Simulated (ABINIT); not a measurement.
# Completion of the band sum in GW: Te2Mo (P6_3/mmc), part 2 of 2

Wanted: gap and time of Te2Mo (P6_3/mmc) with truncated and completed band sums.

ABINIT 10.8.3; PBE and many-body steps on it, plane waves. Known limits of the many-body steps: short of the basis limit; exchange with frozen shells missing; no spin-orbit coupling; coarse k mesh.

So far. Step 3 (Screening, 3×3×1 mesh, 253 bands, screening to 152.4 eV): Local fields lower ε∞ by 12 %. On a Γ-centred mesh this coarse the value itself is usually too large, while a short band sum pulls it down. Step 4 (253 bands): The gap on the mesh goes from 0.96 eV to 1.51 eV, a correction of +0.56 eV.

## 6. 64 bands

This step: G0W0 on PBE, plane waves, norm-conserving pseudopotentials.

run.abi reads:

```
acell 3*1.0 Angstrom
rprim 
  3.518200000003 -0.000000000001 0.000000000000
  -1.759100000001 3.046850575598 0.000000000000
  0.000000000000 0.000000000000 13.973600000000
ntypat 2
znucl 52 42
natom 6
typat 1 1 1 1 2 2
xred 
  0.333333333333 0.666666666667 0.621000000000
  0.666666666667 0.333333333333 0.121000000000
  0.333333333333 0.666666666667 0.879000000000
  0.666666666667 0.333333333333 0.379000000000
  0.333333333333 0.666666666667 0.250000000000
  0.666666666667 0.333333333333 0.750000000000
pp_dirpath "pseudos"
pseudos "Te.upf, Mo.upf"
ecut 36
ngkpt 3 3 1
nshiftk 1
shiftk 0 0 0
kptopt 1
chksymbreak 0
istwfk *1
occopt 1
irdwfk 1
optdriver 4
nband 64
gwcalctyp 0
ecutsigx 36
symsigma 1
nkptgw 2
kptgw 
  0.0000000000 0.0000000000 0.0000000000
  0.3333333333 0.3333333333 0.0000000000
bdgw 
  45 48
  45 48
ecuteps 5.6
irdscr 1
ppmodel 1
indata_prefix "in"
outdata_prefix "out"
tmpdata_prefix "tmp"
```

Run with:

```sh
OMP_NUM_THREADS=1 mpirun -n 8 abinit run.abi > log
```

The program printed:

```text
.Version 10.8.3 of ABINIT. v10.8.2 released Aug 2026.

 Symmetries : space group P6_3/m m c (#194); Bravais hP (primitive hexag.)
[... echo of the input left out ...]
== DATASET  1 ==================================================================
-   mpi_nproc: 8, omp_nthreads: 1 (-1 if OMP is not activated)

--- !DatasetInfo
iteration_state: {dtset: 1, }
dimensions: {natom: 6, nkpt: 3, mband: 64, nsppol: 1, nspinor: 1, nspden: 1, mpw: 10515, }
cutoff_energies: {ecut:  36.0, pawecutdg:  -1.0, }
electrons: {nelect:   9.20000000E+01, charge:   0.00000000E+00, occopt:   1.00000000E+00, tsmear:   1.00000000E-02, }

 SIGMA: Calculation of the GW corrections

 Based on a program developped by R.W. Godby, V. Olevano, G. Onida, and L. Reining.
 Incorporated in ABINIT by V. Olevano, G.-M. Rignanese, and M. Torrent.
.Using double precision arithmetic ; gwpc =  8

[... cell and pseudopotentials left out ...]
--------------------------------------------------------------------------------

 ==== K-mesh for the wavefunctions ====
 Number of points in the irreducible wedge :     3
[... list of points left out ...]
 Together with 24 symmetry operations and time-reversal symmetry
 yields     9 points in the full Brillouin Zone.

 ==== Q-mesh for screening function ====
 Number of points in the irreducible wedge :     3
[... list of points left out ...]
 Together with 24 symmetry operations and time-reversal symmetry
 yields     9 points in the full Brillouin Zone.

 vcoul_init : cutoff-mode = AUXILIARY_FUNCTION
 q-points for optical limit:   1
     1)      0.000010    0.000020    0.000030
 setmesh: FFT mesh size selected  =    32x   32x  144
          total number of points  =       147456

 Number of electrons calculated from density =   92.0000; Expected =   92.0000
[...]
number of omega for Sigma on real axis              0
 max omega for Sigma on real axis  [eV]           0.00
 zcut for avoiding poles [eV]                     0.10

 EPSILON^-1 parameters (SCR file):
 dimension of the eps^-1 matrix on file            665
 dimension of the eps^-1 matrix used               665
 number of plane-waves for wavefunctions         10361
 number of bands                                    64
 number of q-points in IBZ                           3
 number of frequencies                               2
 number of real frequencies                          1
 number of imag frequencies                          1

 matrix elements of self-energy operator (all in [eV])

 Perturbative Calculation

--- !SelfEnergy_ee
iteration_state: {dtset: 1, }
kpoint     : [   0.000,    0.000,    0.000, ]
spin       : 1
KS_gap     :    2.886
QP_gap     :    2.926
Delta_QP_KS:    0.040
data: !SigmaeeData |
     Band     E0 <VxcDFT>   SigX SigC(E0)      Z dSigC/dE  Sig(E)    E-E0       E
       45   7.652 -12.579 -15.438   3.046   0.803  -0.245 -12.428   0.151   7.803
       46   7.987 -15.979 -16.763   2.106   0.759  -0.318 -14.975   1.004   8.991
       47  10.873 -14.174 -10.765  -2.088   0.790  -0.265 -13.130   1.044  11.917
[...]
--- !SelfEnergy_ee
iteration_state: {dtset: 1, }
kpoint     : [   0.333,    0.333,    0.000, ]
spin       : 1
KS_gap     :    1.038
QP_gap     :    1.570
Delta_QP_KS:    0.533
data: !SigmaeeData |
     Band     E0 <VxcDFT>   SigX SigC(E0)      Z dSigC/dE  Sig(E)    E-E0       E
[...]
47   8.943 -16.955 -12.267  -2.572   0.744  -0.345 -15.381   1.573  10.517
       48   8.943 -16.955 -12.267  -2.572   0.744  -0.345 -15.381   1.573  10.517

== END DATASET(S) ==============================================================
================================================================================

 -outvars: echo values of variables after computation  --------
           etotal      0.0000000000E+00
            nband          64
             nkpt           3
          spgroup         194
 [... the other variables as echoed above ...]

 Calculation completed.
```

It took 13 s on 8 MPI ranks of Intel Xeon Platinum 8488C (Sapphire Rapids), shared host; peak memory 2 GiB.

This step gave:

* G0W0 gap on the mesh: 1.526 eV
* starting gap on the mesh: 0.9565 eV
* k of the valence top: 0, 0, 0
* k of the conduction bottom: 0.3333, 0.3333, 0
* Z at the valence top: 0.759
* Z at the conduction bottom: 0.744
* least direct G0W0 gap on the computed points: 1.571 eV

Against G0W0 in ABINIT (3×3×1 mesh, 253 bands, screening to 152.4 eV, Godby-Needs plasmon pole), the gap moves by +0.014 eV.

## 7. Screening, 3×3×1 mesh, 64 bands, screening to 152.4 eV

This step: RPA screening on PBE, plane waves, norm-conserving pseudopotentials.

run.abi: that of step 6 with these lines changed.

```diff
@@ -27,17 +27,10 @@
 irdwfk 1
-optdriver 4
+optdriver 3
 nband 64
-gwcalctyp 0
-ecutsigx 36
-symsigma 1
-nkptgw 2
-kptgw 
-  0.0000000000 0.0000000000 0.0000000000
-  0.3333333333 0.3333333333 0.0000000000
-bdgw 
-  45 48
-  45 48
 ecuteps 5.6
-irdscr 1
-ppmodel 1
+inclvkb 2
+awtr 1
+symchi 1
+gwcomp 1
+gwencomp 2
 indata_prefix "in"
```

The program printed:

```text
.Version 10.8.3 of ABINIT. v10.8.2 released Aug 2026.

 Symmetries : space group P6_3/m m c (#194); Bravais hP (primitive hexag.)
[... echo of the input left out ...]
== DATASET  1 ==================================================================
-   mpi_nproc: 8, omp_nthreads: 1 (-1 if OMP is not activated)

--- !DatasetInfo
iteration_state: {dtset: 1, }
dimensions: {natom: 6, nkpt: 3, mband: 64, nsppol: 1, nspinor: 1, nspden: 1, mpw: 10515, }
cutoff_energies: {ecut:  36.0, pawecutdg:  -1.0, }
[...]
--------------------------------------------------------------------------------
[... chi0 elements left out ...]
 For q-point:  0.000010 0.000020 0.000030
  dielectric constant =  19.9684
  dielectric constant without local fields =  22.7229

  Average fulfillment of the sum rule on Im[epsilon] for q-point    1 :    186.64  [%]
[... wings left out ...]
  q-point number  2        q = ( 0.333333, 0.000000, 0.000000) [r.l.u.]
--------------------------------------------------------------------------------
[... chi0 elements left out ...]
  Average fulfillment of the sum rule on Im[epsilon] for q-point    2 :    186.30  [%]

 [... 1 further q-points ...]
```

It took 37 s on 8 MPI ranks; peak memory 2.6 GiB; 4.9 min of CPU time.

This step gave:

```
ε∞ with local fields, on this mesh    : 19.97
ε∞ without local fields, on this mesh : 22.72
plasma frequency                      : 29.10 eV
plane waves in the screening matrix   : 665
```

## 8. 64 bands, completed

This step: G0W0 on PBE, plane waves, norm-conserving pseudopotentials.

run.abi: that of step 7 with these lines changed.

```diff
@@ -27,8 +27,17 @@
 irdwfk 1
-optdriver 3
+optdriver 4
 nband 64
+gwcalctyp 0
+ecutsigx 36
+symsigma 1
+nkptgw 2
+kptgw 
+  0.0000000000 0.0000000000 0.0000000000
+  0.3333333333 0.3333333333 0.0000000000
+bdgw 
+  45 48
+  45 48
 ecuteps 5.6
-inclvkb 2
-awtr 1
-symchi 1
+irdscr 1
+ppmodel 1
 gwcomp 1
```

The program printed:

```text
.Version 10.8.3 of ABINIT. v10.8.2 released Aug 2026.

 Symmetries : space group P6_3/m m c (#194); Bravais hP (primitive hexag.)
[... echo of the input left out ...]
== DATASET  1 ==================================================================
-   mpi_nproc: 8, omp_nthreads: 1 (-1 if OMP is not activated)

--- !DatasetInfo
iteration_state: {dtset: 1, }
dimensions: {natom: 6, nkpt: 3, mband: 64, nsppol: 1, nspinor: 1, nspden: 1, mpw: 10515, }
cutoff_energies: {ecut:  36.0, pawecutdg:  -1.0, }
[...]
Band     E0 <VxcDFT>   SigX SigC(E0)      Z dSigC/dE  Sig(E)    E-E0       E
[...]
47   8.943 -16.955 -12.267  -4.034   0.774  -0.293 -16.449   0.506   9.449
       48   8.943 -16.955 -12.267  -4.034   0.774  -0.293 -16.449   0.506   9.449

== END DATASET(S) ==============================================================
================================================================================

 -outvars: echo values of variables after computation  --------
           etotal      0.0000000000E+00
            nband          64
             nkpt           3
          spgroup         194
 [... the other variables as echoed above ...]

 Calculation completed.
```

Run time: 11 s. Hardware: 8 MPI ranks; peak memory 1.9 GiB; 87 s of CPU time.

Numbers from this step:

- G0W0 gap on the mesh: 1.487 eV
- starting gap on the mesh: 0.9565 eV
- k of the valence top: 0, 0, 0
- k of the conduction bottom: 0.3333, 0.3333, 0
- least direct G0W0 gap on the computed points: 1.535 eV

Against G0W0 in ABINIT (3×3×1 mesh, 253 bands, screening to 152.4 eV, Godby-Needs plasmon pole), the gap moves by −0.025 eV.

## 9. Screening, 3×3×1 mesh, 119 bands, screening to 152.4 eV

This step: RPA screening on PBE, plane waves, norm-conserving pseudopotentials.

run.abi: that of step 8 with these lines changed.

```diff
@@ -27,19 +27,8 @@
 irdwfk 1
-optdriver 4
-nband 64
-gwcalctyp 0
-ecutsigx 36
-symsigma 1
-nkptgw 2
-kptgw 
-  0.0000000000 0.0000000000 0.0000000000
-  0.3333333333 0.3333333333 0.0000000000
-bdgw 
-  45 48
-  45 48
+optdriver 3
+nband 119
 ecuteps 5.6
-irdscr 1
-ppmodel 1
-gwcomp 1
-gwencomp 2
+inclvkb 2
+awtr 1
+symchi 1
 indata_prefix "in"
```

The program printed:

```text
.Version 10.8.3 of ABINIT. v10.8.2 released Aug 2026.

 Symmetries : space group P6_3/m m c (#194); Bravais hP (primitive hexag.)
[... echo of the input left out ...]
== DATASET  1 ==================================================================
-   mpi_nproc: 8, omp_nthreads: 1 (-1 if OMP is not activated)

--- !DatasetInfo
iteration_state: {dtset: 1, }
dimensions: {natom: 6, nkpt: 3, mband: 119, nsppol: 1, nspinor: 1, nspden: 1, mpw: 10515, }
cutoff_energies: {ecut:  36.0, pawecutdg:  -1.0, }
[...]
--------------------------------------------------------------------------------
[... chi0 elements left out ...]
 For q-point:  0.000010 0.000020 0.000030
  dielectric constant =  20.1533
  dielectric constant without local fields =  23.0541

  Average fulfillment of the sum rule on Im[epsilon] for q-point    1 :     52.49  [%]
[... wings left out ...]
  q-point number  2        q = ( 0.333333, 0.000000, 0.000000) [r.l.u.]
--------------------------------------------------------------------------------
[... chi0 elements left out ...]
  Average fulfillment of the sum rule on Im[epsilon] for q-point    2 :     47.61  [%]

 [... 1 further q-points ...]
```

Wall time 33 s (8 MPI ranks); peak memory 2.7 GiB.

This step gave:

| Property | Result |
| --- | --- |
| ε∞ with local fields, on this mesh | 20.15 |
| ε∞ without local fields, on this mesh | 23.05 |
| plasma frequency | 29.10 eV |
| plane waves in the screening matrix | 665 |

## 10. 119 bands

This step: G0W0 on PBE, plane waves, norm-conserving pseudopotentials.

run.abi: that of step 9 with these lines changed.

```diff
@@ -27,8 +27,17 @@
 irdwfk 1
-optdriver 3
+optdriver 4
 nband 119
+gwcalctyp 0
+ecutsigx 36
+symsigma 1
+nkptgw 2
+kptgw 
+  0.0000000000 0.0000000000 0.0000000000
+  0.3333333333 0.3333333333 0.0000000000
+bdgw 
+  45 48
+  45 48
 ecuteps 5.6
-inclvkb 2
-awtr 1
-symchi 1
+irdscr 1
+ppmodel 1
 indata_prefix "in"
```

The program printed:

```text
.Version 10.8.3 of ABINIT. v10.8.2 released Aug 2026.

 Symmetries : space group P6_3/m m c (#194); Bravais hP (primitive hexag.)
[... echo of the input left out ...]
== DATASET  1 ==================================================================
-   mpi_nproc: 8, omp_nthreads: 1 (-1 if OMP is not activated)

--- !DatasetInfo
iteration_state: {dtset: 1, }
dimensions: {natom: 6, nkpt: 3, mband: 119, nsppol: 1, nspinor: 1, nspden: 1, mpw: 10515, }
cutoff_energies: {ecut:  36.0, pawecutdg:  -1.0, }
[...]
Band     E0 <VxcDFT>   SigX SigC(E0)      Z dSigC/dE  Sig(E)    E-E0       E
[...]
47   8.943 -16.955 -12.267  -3.269   0.762  -0.312 -15.873   1.081  10.025
       48   8.943 -16.955 -12.267  -3.269   0.762  -0.312 -15.873   1.081  10.025

== END DATASET(S) ==============================================================
================================================================================

 -outvars: echo values of variables after computation  --------
           etotal      0.0000000000E+00
            nband         119
             nkpt           3
          spgroup         194
 [... the other variables as echoed above ...]

 Calculation completed.
```

Run time: 13 s. Hardware: 8 MPI ranks; peak memory 2.2 GiB.

This step gave:

* G0W0 gap on the mesh: 1.541 eV
* starting gap on the mesh: 0.9565 eV
* k of the valence top: 0, 0, 0
* k of the conduction bottom: 0.3333, 0.3333, 0
* least direct G0W0 gap on the computed points: 1.557 eV

Against G0W0 in ABINIT (3×3×1 mesh, 253 bands, screening to 152.4 eV, Godby-Needs plasmon pole), the gap moves by +0.029 eV.

## 11. Screening, 3×3×1 mesh, 119 bands, screening to 152.4 eV

This step: RPA screening on PBE, plane waves, norm-conserving pseudopotentials.

run.abi: that of step 10 with these lines changed.

```diff
@@ -27,17 +27,10 @@
 irdwfk 1
-optdriver 4
+optdriver 3
 nband 119
-gwcalctyp 0
-ecutsigx 36
-symsigma 1
-nkptgw 2
-kptgw 
-  0.0000000000 0.0000000000 0.0000000000
-  0.3333333333 0.3333333333 0.0000000000
-bdgw 
-  45 48
-  45 48
 ecuteps 5.6
-irdscr 1
-ppmodel 1
+inclvkb 2
+awtr 1
+symchi 1
+gwcomp 1
+gwencomp 3
 indata_prefix "in"
```

The program printed:

```text
.Version 10.8.3 of ABINIT. v10.8.2 released Aug 2026.

 Symmetries : space group P6_3/m m c (#194); Bravais hP (primitive hexag.)
[... echo of the input left out ...]
== DATASET  1 ==================================================================
-   mpi_nproc: 8, omp_nthreads: 1 (-1 if OMP is not activated)

--- !DatasetInfo
iteration_state: {dtset: 1, }
dimensions: {natom: 6, nkpt: 3, mband: 119, nsppol: 1, nspinor: 1, nspden: 1, mpw: 10515, }
cutoff_energies: {ecut:  36.0, pawecutdg:  -1.0, }
[...]
--------------------------------------------------------------------------------
[... chi0 elements left out ...]
 For q-point:  0.000010 0.000020 0.000030
  dielectric constant =  20.2417
  dielectric constant without local fields =  23.0541

  Average fulfillment of the sum rule on Im[epsilon] for q-point    1 :    198.43  [%]
[... wings left out ...]
  q-point number  2        q = ( 0.333333, 0.000000, 0.000000) [r.l.u.]
--------------------------------------------------------------------------------
[... chi0 elements left out ...]
  Average fulfillment of the sum rule on Im[epsilon] for q-point    2 :    194.25  [%]

 [... 1 further q-points ...]
```

Wall time 54 s (8 MPI ranks); peak memory 2.8 GiB.

This step gave:

| Item | Value |
| --- | --- |
| ε∞ with local fields, on this mesh | 20.24 |
| ε∞ without local fields, on this mesh | 23.05 |
| plasma frequency | 29.10 eV |
| plane waves in the screening matrix | 665 |

## 12. 119 bands, completed

This step: G0W0 on PBE, plane waves, norm-conserving pseudopotentials.

run.abi: that of step 11 with these lines changed.

```diff
@@ -27,8 +27,17 @@
 irdwfk 1
-optdriver 3
+optdriver 4
 nband 119
+gwcalctyp 0
+ecutsigx 36
+symsigma 1
+nkptgw 2
+kptgw 
+  0.0000000000 0.0000000000 0.0000000000
+  0.3333333333 0.3333333333 0.0000000000
+bdgw 
+  45 48
+  45 48
 ecuteps 5.6
-inclvkb 2
-awtr 1
-symchi 1
+irdscr 1
+ppmodel 1
 gwcomp 1
```

The program printed:

```text
.Version 10.8.3 of ABINIT. v10.8.2 released Aug 2026.

 Symmetries : space group P6_3/m m c (#194); Bravais hP (primitive hexag.)
[... echo of the input left out ...]
== DATASET  1 ==================================================================
-   mpi_nproc: 8, omp_nthreads: 1 (-1 if OMP is not activated)

--- !DatasetInfo
iteration_state: {dtset: 1, }
dimensions: {natom: 6, nkpt: 3, mband: 119, nsppol: 1, nspinor: 1, nspden: 1, mpw: 10515, }
cutoff_energies: {ecut:  36.0, pawecutdg:  -1.0, }
[...]
Band     E0 <VxcDFT>   SigX SigC(E0)      Z dSigC/dE  Sig(E)    E-E0       E
[...]
47   8.943 -16.955 -12.267  -4.030   0.772  -0.296 -16.447   0.508   9.451
       48   8.943 -16.955 -12.267  -4.030   0.772  -0.296 -16.447   0.508   9.451

== END DATASET(S) ==============================================================
================================================================================

 -outvars: echo values of variables after computation  --------
           etotal      0.0000000000E+00
            nband         119
             nkpt           3
          spgroup         194
 [... the other variables as echoed above ...]

 Calculation completed.
```

It took 14 s on 8 MPI ranks; peak memory 2.2 GiB.

Numbers from this step:

| Property | Result |
| --- | --- |
| G0W0 gap on the mesh | 1.526 eV |
| starting gap on the mesh | 0.9565 eV |
| k of the valence top | 0, 0, 0 |
| k of the conduction bottom | 0.3333, 0.3333, 0 |
| least direct G0W0 gap on the computed points | 1.550 eV |

Against G0W0 in ABINIT (3×3×1 mesh, 253 bands, screening to 152.4 eV, Godby-Needs plasmon pole), the gap moves by +0.014 eV.

## 13. The runs together

Times are wall times on 8 MPI ranks of Intel Xeon Platinum 8488C (Sapphire Rapids), shared host, good to a factor of about two. A run's time includes the screening step that it read.

```csv
run,mesh,bands,screening cutoff (eV),DFT gap (eV),gap on the mesh (eV),direct (eV),ε∞ used,time
253 bands,3×3×1,253,152.4,0.956,1.512,1.519,20.30,1.8 min
64 bands,3×3×1,64,152.4,0.956,1.526,1.571,19.71,28 s
"64 bands, completed",3×3×1,64,152.4,0.956,1.487,1.535,19.97,48 s
119 bands,3×3×1,119,152.4,0.956,1.541,1.557,20.15,46 s
"119 bands, completed",3×3×1,119,152.4,0.956,1.526,1.550,20.24,67 s
```

## 14. What came out

- 253 bands: 1.512 eV
- 64 bands: 1.526 eV
- 64 bands, completed: 1.487 eV
- 119 bands: 1.541 eV
- 119 bands, completed: 1.526 eV

In words: 64 bands: +0.014 eV against 253 bands. 64 bands, completed: −0.025 eV against 253 bands. 119 bands: +0.029 eV against 253 bands. 119 bands, completed: +0.014 eV against 253 bands. The row with most bands is itself short of the limit, so it is no exact reference, and agreement of a truncated run with it can be a cancellation between the edges. The 3×3×1 mesh is coarse for this cell, which bears on the long-range parts of exchange and screening. The norm-conserving file of at least one element keeps a d shell over frozen s and p shells of the same row. Exchange with those shells is missing from the self-energy, an error of 0.3 to 0.9 eV in cases checked, whose sign depends on which edge lies on those atoms. The many-body steps are scalar-relativistic: spin-orbit coupling is not in them.

[Long decimals in the printed logs are rounded to 6 places.]

[Logs are printed without paths, hosts, clocks, repeated set-up lines and the standing remarks that a program may print on its own settings, such as how far it seeks lower states.]

[Paths, hosts, dates, memory and timing lines, banners, echoed tables and standing remarks are left out of the program output; an Ansatz launch command may be rebuilt from the run's recorded settings. Measured values are a selection of at most five: reports struck by readers or far from the other reports are left out. None is set beside runs whose start may be inverted or whose files or cutoffs have a known fault.]

[Runs of the session that timed out or met a known fault of the program may be left out.]

[Hosts, paths, dates, database ids (printed as entryN), source tags and the programs' standing remarks are cut or masked in the printed files.]

[G0W0 gaps are taken among the corrected bands and points alone; a level outside them can change the order at an edge.]

[Where Ansatz stands beside ABINIT at settings called matched, ABINIT's density can come from a denser mesh and the files from another edition; pairs whose starting gaps differed by over 0.03 eV were left out, so agreement reads better than it is.]
